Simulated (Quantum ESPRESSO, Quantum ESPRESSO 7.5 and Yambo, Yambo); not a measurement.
**SnSe2 (1T monolayer): G0W0 with and without spin-orbit coupling**

Wanted: the effect of spin-orbit coupling on the quasiparticle gap of SnSe2 (1T monolayer).

Main program and level: Quantum ESPRESSO 7.5 and Yambo 5.3.0; PBE and many-body steps on it, plane waves.

## (1) Starting point

The cell holds 3 atoms: 1 Sn and 2 Se. Cell: a = 3.873 Å, b = 3.873 Å, c = 15.000 Å, α = 90.0°, β = 90.0°, γ = 120.0°. It derives from  ([{'formula': 'SnSe2', 'spacegroup': 164, 'source': 'prototype of the bulk crystal'}]). Vacuum lies along c.

Coordinates:

```cif
data_structure
_symmetry_space_group_name_H-M 'P 1'
_symmetry_Int_Tables_number 1
_cell_length_a 3.8733
_cell_length_b 3.8733
_cell_length_c 15.0000
_cell_angle_alpha 90.000
_cell_angle_beta 90.000
_cell_angle_gamma 120.000
_cell_volume 194.89
loop_
_atom_site_label
_atom_site_type_symbol
_atom_site_fract_x
_atom_site_fract_y
_atom_site_fract_z
_atom_site_occupancy
Sn1 Sn 0.00000 0.00000 0.50000 1
Se2 Se 0.33333 0.66667 0.60637 1
Se3 Se 0.66667 0.33333 0.39363 1
```

The structure was relaxed with PBE. The runs that relaxed it are not among those shown.

## (2) Empty states on the mesh, 6×6×1 mesh, 98 bands

This step: Quantum ESPRESSO 7.5; DFT, PBE, plane waves, norm-conserving pseudopotentials.

The sums over transitions need many empty states on a uniform mesh; this step solves for them.

pw.in reads:

```
&control
  calculation = 'nscf'
  prefix = 'x'
  outdir = 'o'
  pseudo_dir = 'pseudo'
/
&system
  ibrav = 0
  nat = 3
  ntyp = 2
  ecutwfc = 104.0
  nbnd = 98
  force_symmorphic = .true.
/
&electrons
  conv_thr = 1e-9
  electron_maxstep = 80
  diago_full_acc = .true.
  diago_thr_init = 5e-6
/
ATOMIC_SPECIES
  Sn 118.71 Sn.upf
  Se 78.971 Se.upf
CELL_PARAMETERS angstrom
  3.8732937303 -0.0000000001 0.0000000000
  -1.9366468651 3.3543707668 0.0000000000
  0.0000000000 0.0000000000 15.0000000000
ATOMIC_POSITIONS crystal
  Sn 0.0000000000 0.0000000000 0.5000000000
  Se 0.3333333333 0.6666666667 0.6063661892
  Se 0.6666666667 0.3333333333 0.3936338108
K_POINTS automatic
  6 6 1 0 0 0
```

Started as:

```sh
> OMP_NUM_THREADS=1 mpirun -n 8 pw.x -nk 4 -in pw.in > pw.out
```

Output:

```text
Program PWSCF v.7.5 starts

     This program is part of the open-source Quantum ESPRESSO suite
     for quantum simulation of materials; please cite
         "P. Giannozzi et al., J. Phys.:Condens. Matter 21 395502 (2009);
         "P. Giannozzi et al., J. Phys.:Condens. Matter 29 465901 (2017);
         "P. Giannozzi et al., J. Chem. Phys. 152 154105 (2020);
     in publications or presentations arising from this work. More details at

     Atomic positions and unit cell read from directory:
     o/x.save/

     Message from routine setup:
[...]
-206.8599-206.8599-146.3526-146.3526-146.3526-146.3526-146.3115-146.3115
[...]
22.8607  24.0487  24.3172  24.5531  24.9296  25.0596  25.4372  25.7709
    26.0411  26.1587  26.5185  26.7777  26.8342  26.9312  27.2346  27.5548
    27.9045  28.4210

          k =-0.0000-0.5774 0.0000 ( 23560 PWs)   bands (ev):

     [... further k-points ...]

     highest occupied, lowest unoccupied level (ev):     0.1302    0.9237

     XML data file, pseudopotentials, collected wavefunctions

=------------------------------------------------------------------------------=
   JOB DONE.
=------------------------------------------------------------------------------=
```

Run time: 17 s. Hardware: 8 MPI ranks of Arm Neoverse V2, shared host; peak memory 1.3 GiB; 2.2 min of CPU time.

This step gave:

```yaml
gap: 0.7935 eV
k_of_the_valence_top: 0, 0.1667, 0
k_of_the_conduction_bottom: 0, -0.5, 0
least_direct_gap: 1.098 eV
k_points_computed: 7
lowest_point_of_the_top_converged_band_above_the_valence_top: 27.26 eV
```

On this mesh the gap is 0.793 eV.

The density comes from a self-consistent run that is not shown.

## (3) Conversion and set-up

This step: Yambo 5.3.0; conversion and set-up on PBE, plane waves, norm-conserving pseudopotentials.

The states are converted to the many-body program's format and the q mesh is built.

Started as:

```sh
> (cd o/x.save; p2y > p2y.log; mv SAVE ../..); yambo > setup.log
```

Output:

```text
 Yambo, version 5.3.0

 [02] CORE Variables Setup
 =========================

  [02.01] Unit cells
  ==================

  Cell kind             :  HCP
  Atoms in the cell     :  Sn  Se
  number of Sn atoms    :  1
  number of Se atoms    :  2

  List of atomic masses
  Mass of Sn    :  118.7100
  Mass of Se    :  78.97100

  List of atomic coordinates    : [cc]
  Sn1       :   0.00000   0.00000  14.17295  order 1
  Se1       : -0.30298E-09   4.2259       17.188      order 2
  Se2       :   3.65973   2.11295  11.15790  order 3

[...]
BZ  Q-points                                      :   36

 K/Q-points units:
 rlu = crystal or reduced units; cc = cartesian coordinates; iku = interal k-units

 Q [1]          [rlu]:  0.000000  0.000000  0.000000
 Q [2]          [rlu]:  0.44728E-18  0.16667       0.0000
 Q [3]          [rlu]:  0.89455E-18  0.33333       0.0000
 Q [4]          [rlu]: -0.13418E-17 -0.50000       0.0000
 Q [5]          [rlu]:  0.166667  0.166667  0.000000
 Q [6]          [rlu]:  0.166667  0.333333  0.000000
 Q [7]          [rlu]:  0.333333  0.333333  0.000000

  [03.01] X indexes
  =================

   [03.01.01] Sigma indexes
   ========================

 [06] Game Over & Game summary
```

Wall time 3.4 s (1 MPI rank); peak memory 0.27 GiB.

## (4) Scalar-relativistic

Now the one-shot GW correction: screening in the RPA, then the self-energy of the levels asked for.

This step: G0W0 on PBE, plane waves, norm-conserving pseudopotentials.

gw1.in reads:

```
HF_and_locXC
gw0
dyson
ppa
em1d
rim_cut
rim_w
RandQpts= 3000000
RandGvec= 100 RL
CUTGeo= "slab z"
RandGvecW= 9 RL
EXXRLvcs= 104 Ry
VXCRLvcs= 416 Ry
Chimod= "HARTREE"
% BndsRnXp
 1 | 98 |
%
NGsBlkXp= 5.5 Ry
% LongDrXp
 1 | 1 | 0 |
%
% GbndRnge
 1 | 98 |
%
DysSolver= "n"
ExtendOut
PPAPntXp= 27.21138 eV
% QPkrange
 2 | 2 | 34 | 37 |
 4 | 4 | 34 | 37 |
 1 | 1 | 34 | 37 |
%
```

Started as:

```sh
> OMP_NUM_THREADS=2 mpirun -n 4 yambo -F gw1.in -J gw1 -C gw1 > gw1.log
```

Output:

```text
 Yambo, version 5.3.0

 [02] CORE Variables Setup
 =========================

  [... cell, symmetries and grids as in the set-up ...]

  [02.05] Energies & Occupations
  ==============================

  [X] === General ===
  [X] Electronic Temperature                        :  0.000000  0.000000 [eV K]
  [X] Bosonic    Temperature                        :  0.000000  0.000000 [eV K]
  [X] Finite Temperature mode                       : no
  [X] El. density                                   :  0.35918E+24 [cm-3]
  [X] Fermi Level                                   :  0.130244 [eV]

  [X] === Gaps and Widths ===
  [X] Conduction Band Min                           :  0.793471 [eV]
  [X] Valence Band Max                              :  0.000000 [eV]
  [X] Filled Bands                                  :   35
  [X] Empty Bands                                   :   36   98
  [X] Direct Gap                                    :  1.097955 [eV]
  [X] Direct Gap localized at k                     :   4
  [X] Indirect Gap                                  :  0.793471 [eV]
  [X] Indirect Gap between kpts                     :   2   4
  [X] Last valence band width                       :  0.765718 [eV]
  [X] 1st conduction band width                     :  1.360905 [eV]

 [03] Transferred momenta grid and indexing
 ==========================================

 IBZ Q-points                                      :   7
 BZ  Q-points                                      :   36

 K/Q-points units:
 rlu = crystal or reduced units; cc = cartesian coordinates; iku = interal k-units

 Q [1]          [rlu]:  0.000000  0.000000  0.000000
 Q [2]          [rlu]:  0.44728E-18  0.16667       0.0000
 Q [3]          [rlu]:  0.89455E-18  0.33333       0.0000
 Q [4]          [rlu]: -0.13418E-17 -0.50000       0.0000
 Q [5]          [rlu]:  0.166667  0.166667  0.000000
 Q [6]          [rlu]:  0.166667  0.333333  0.000000
 Q [7]          [rlu]:  0.333333  0.333333  0.000000

 [04] Coloumb potential Random Integration (RIM)
 ===============================================

 Performing RIM of v_slab

  [04.01] RIM initialization
  ==========================

  * Diagonal components only detected *

  8 x (sBL volume)        :  0.041913 [a.u.]
  sBZ random points       :  3000000
  Points outside the sBZ  :  24000829
  RL volume               :  0.188608 [a.u.]
  Integrated volume       :  0.188602 [a.u.]

  [04.02] RIM integrals
  =====================

  Gamma point sphere radius             :  0.038790 [a.u.]
  Points outside the sphere             :  2398884
  [Int_sBZ(q=0) 1/q^2]*(Vol_sBZ)^(-1/3) =:  7.486587
                                 should be <:  7.795600

  Summary of Coulomb integrals for non-metallic bands |Q|[au] RIM/Bare

  Q [1] 0.100000E-4 0.960361 * Q [2] 0.165203 0.996423
  Q [5] 0.286140 1.024334 * Q [3] 0.330407 1.023185
  Q [6] 0.437087 1.017525 * Q [4] 0.495610 1.014631
  Q [7] 0.572281 1.011285
  Non-periodic chartesian directions : none
  Optical renormalization            :  28.34589 [au]
  Polarizability dimension           : length

 [05] Coloumb potential CutOffslab
 =================================

 Cut directionsZ
 Slab Cutoff:Z
 Symmetry test passed : yes

 [06] Dipoles
 ============

  [06.01] Setup: observables and procedures
  =========================================

  [WARNING] [x,Vnl] slows the Dipoles computation. To neglect it rename the ns.kb_pp file

 [07] Dynamic Dielectric Matrix (PPA)
 ====================================

 [WR./gw1//ndb.pp]---------------------------------------------------------------
  Brillouin Zone Q/K grids (IBZ/BZ)                :    7   36    7   36
  RL vectors                                       :  27517 [WF]
  Coulomb cutoff potential                         : slab z
  Electronic Temperature                           :  0.000000 [K]
  Bosonic    Temperature                           :  0.000000 [K]
  PPA    diel. fun.  energies                      : Perdew, Burke & Ernzerhof(X)+Perdew, Burke & Ernzerhof(C)
[...]
Field direction                                  :  0.707107E-5  0.707107E-5   0.00000
  BZ energy Double Grid                            : no
  BZ energy DbGd points                            : 0
  BZ Q point size factor                           : -1.000000
  X Optical Averaged directions                    : none

 [08] Local Exchange-Correlation + Non-Local Fock
 ================================================

 [VXC] Plane waves :  188435
 [EXS] Plane waves :  23595

 QP @ state[ 1 ] K range:  1  2
 QP @ state[ 1 ] b range:   34   37
 QP @ state[ 2 ] K range:   4   4
 QP @ state[ 2 ] b range:   34   37

 [xc] Functional : Perdew, Burke & Ernzerhof(X)+Perdew, Burke & Ernzerhof(C)
 [xc] LIBXC used to calculate xc functional
  PP Number of Atomic Species                      :  2
  NLCC RL compoments                               :  188435
  PP Number of Atomic Species                      :  2
  NLCC RL compoments                               :  188435

 [xc] E_xc :  -68.29967 [Ha]
      E_xc :  -136.5993 [Ry]

  Local XC kind (lXC) : Perdew, Burke & Ernzerhof(X)+Perdew, Burke & Ernzerhof(C)
  Non-Local XC kind (nlXC) : Hartree-Fock

  Corrections @ K [1] :  [eV]
 <34|nlXC|34> = -16.39322  0.11414E-16 <34|lXC|34> = -14.46275  0.000000
 <35|nlXC|35> = -16.39316  0.86900E-17 <35|lXC|35> = -14.46270  0.000000
 <36|nlXC|36> = -10.20052 -0.42984E-17 <36|lXC|36> = -13.19865  0.18882E-15
 <37|nlXC|37> = -7.444920  0.14830E-17 <37|lXC|37> = -11.34876 -0.18882E-15

  Corrections @ K [2] :  [eV]
 <34|nlXC|34> = -15.67260 -0.43786E-17 <34|lXC|34> = -12.98772 -0.37763E-15
 <35|nlXC|35> = -16.41326  0.41995E-17 <35|lXC|35> = -14.45777  0.12299E-15
[...]
Corrections @ K [4] :  [eV]
[...]
<35|nlXC|35> = -16.32304 -0.33282E-17 <35|lXC|35> = -14.16550  0.000000
 <36|nlXC|36> = -9.762676  0.13830E-17 <36|lXC|36> = -12.75160 -0.47204E-16
 <37|nlXC|37> = -7.060783  0.13487E-17 <37|lXC|37> = -11.14237 -0.21832E-15

 [09] Dyson equation: Newton solver
 ==================================

  [09.01] RIM-W interpolation
  ===========================

  [WARNING] RIM-W works only for 2D semiconductors with slab cutoff
  Found compatible q grid: 2D
  q_min[ 1 ]:  0.16667      0.61315E-12   0.0000     [rlu]
   0.166667  0.083333  0.000000 [iku]
  q_min[ 2 ]:  0.44728E-18  0.16667       0.0000     [rlu]
   0.49686E-11  0.16667       0.0000     [iku]
  G-vectors :   9
  G-vectors loaded:   61
  Number of interpolated frequencies:  2

  Evaluating coefficients q = 0
  Evaluating coefficients q = 0

  [09.02] RIM-W integrals
  =======================

  8 x (sBL volume)        :  0.041913 [a.u.]
  sBZ random points       :  3000000
  Points outside the sBZ  :  24000829
  RL volume               :  0.188608 [a.u.]
  Integrated volume       :  0.188602 [a.u.]

  [09.03] RIM integrals
  =====================

  Comparison between head Wc = W - v averages: < Wc > [au] RIM-W/RIM

   < -Wc [Q = 1] > 0.332867E-1 0.414262E-4 * < -Wc [Q = 2] > 0.005507 0.005341
   < -Wc [Q = 3] > 0.001066 0.001046 * < -Wc [Q = 4] > 0.368512E-3 0.364431E-3
   < -Wc [Q = 5] > 0.001540 0.001510 * < -Wc [Q = 6] > 0.524278E-3 0.519236E-3
   < -Wc [Q = 7] > 0.254720E-3 0.253475E-3

  Comparison between head Wc = W - v averages: < Wc > [au] RIM-W/RIM

   < -Wc [G = 1,G`=0] > 0.332867E-1 0.414262E-4 * < -Wc [G = 2,G`=0] >-0.001763 0.000000
   < -Wc [G = 3,G`=0] >-0.001763 0.000000 * < -Wc [G = 4,G`=0] >-0.260347E-4  0.00000
   < -Wc [G = 5,G`=0] >-0.260157E-4  0.00000 * < -Wc [G = 6,G`=0] > 0.149710E-3  0.00000
   < -Wc [G = 7,G`=0] > 0.149686E-3  0.00000 * < -Wc [G = 8,G`=0] >-0.227525E-4  0.00000
   < -Wc [G = 9,G`=0] >-0.227506E-4  0.00000

 [10] G0W0 (W PPA)
 =================

 [  GW  ] Bands range     :    1   98
 [GW/PPA] G damping       :  0.100000 [eV]

 QP @ state[ 1 ] K range:  1  2
 QP @ state[ 1 ] b range:   34   37
 QP @ state[ 2 ] K range:   4   4
 QP @ state[ 2 ] b range:   34   37

  Sc/G bands                                       :    1   98
  Sc/G damping                                     :  0.100000 ev
  Sc bands terminator                              : no
  Sx RL components                                 :  23595

  QP @ state[ 1 ] K range                          :  1  2
  QP @ state[ 1 ] b range                          :   34   37
  QP @ state[ 2 ] K range                          :   4   4
  QP @ state[ 2 ] b range                          :   34   37
  GF energies kind                                 : Perdew, Burke & Ernzerhof(X)+Perdew, Burke & Ernzerhof(C)
  GF WF`s kind                                     : Perdew, Burke & Ernzerhof(X)+Perdew, Burke & Ernzerhof(C)
  Xs energies kind                                 : Perdew, Burke & Ernzerhof(X)+Perdew, Burke & Ernzerhof(C)
  Xs WF`s kind                                     : Perdew, Burke & Ernzerhof(X)+Perdew, Burke & Ernzerhof(C)

 [14] Game Over & Game summary
```

The job ended after 2.7 min (4 MPI ranks; peak memory 5.8 GiB).

This step gave:

```yaml
g0w0_gap_on_the_points_computed: 1.877 eV
starting_gap_on_the_mesh: 0.7935 eV
k_of_the_valence_top: 0, 0.1667, 0
k_of_the_conduction_bottom: 0, -0.5, 0
least_direct_g0w0_gap_on_the_computed_points: 2.251 eV
z_at_the_valence_top: 0.7483
z_at_the_conduction_bottom: 0.7643
```

The gap on the mesh goes from 0.79 eV to 1.88 eV, a correction of +1.08 eV.

## (5) Empty states on the mesh, 6×6×1 mesh, 196 bands

This step: Quantum ESPRESSO 7.5; DFT, PBE with spin-orbit coupling, plane waves, norm-conserving pseudopotentials.

pw.in: that of step 2 with these lines changed.

```diff
@@ -11,4 +11,6 @@
   ecutwfc = 104.0
-  nbnd = 98
+  nbnd = 196
   force_symmorphic = .true.
+  noncolin = .true.
+  lspinorb = .true.
 /
```

Started as:

```sh
> OMP_NUM_THREADS=1 mpirun -n 8 pw.x -nk 4 -in pw.in > pw.out
```

Output:

```text
[banner, memory and clock lines left out]
Program PWSCF v.7.5 starts

     Atomic positions and unit cell read from directory:
     o/x.save/

     Message from routine setup:
     using ibrav=0 with symmetry is DISCOURAGED, use correct ibrav instead

     bravais-lattice index     =            0
     lattice parameter (alat)  =       7.3195  a.u.
     unit-cell volume          =    1315.1623 (a.u.)^3
     number of atoms/cell      =            3
     number of atomic types    =            2
     number of electrons       =        70.00
[...]
-206.7703-206.7703-206.7703-206.7703-150.2447-150.2447-150.2447-150.2447
  -144.3869-144.3869-144.3869-144.3869-144.3591-144.3591-144.3591-144.3591
  -128.8892-128.8892 -89.9419 -89.9419 -82.3806 -82.3806 -82.3741 -82.3741
[...]
4.2724   4.2724   5.5308   5.5308   5.8294   5.8294   6.4732   6.4732
     [... 13 further rows ...]
    26.8343  26.8343  26.9322  26.9322  27.2379  27.2379  27.5576  27.5576
    27.9069  27.9070  28.4223  28.4223

          k =-0.0000-0.5774 0.0000 ( 23560 PWs)   bands (ev):

     [... further k-points ...]

     highest occupied, lowest unoccupied level (ev):     0.1905    0.9448

     XML data file, pseudopotentials, collected wavefunctions
```

The job ended after 1.7 min (8 MPI ranks; peak memory 3.7 GiB).

Numbers from this step:

| Property | Result |
| --- | --- |
| gap | 0.7542 eV |
| k of the valence top | 0, 0, 0 |
| k of the conduction bottom | 0, -0.5, 0 |
| least direct gap | 1.080 eV |
| k points computed | 7 |
| lowest point of the top converged band, above the valence top | 27.20 eV |

On this mesh the gap is 0.754 eV.

The density comes from a self-consistent run that is not shown, made with spin-orbit coupling and fully relativistic files.

[end of part 1 of 2]

[Paths, hosts, dates, memory and timing lines, banners, echoed tables and standing remarks are left out of the program output.]

[Logs are printed without paths, hosts, clocks, repeated set-up lines and the standing remarks that a program may print on its own settings, such as how far it seeks lower states.]

[Runs of the session that timed out or met a known fault of the program may be left out.]

[Hosts, paths, dates, database ids (printed as entryN), source tags and the programs' standing remarks are cut or masked in the printed files.]
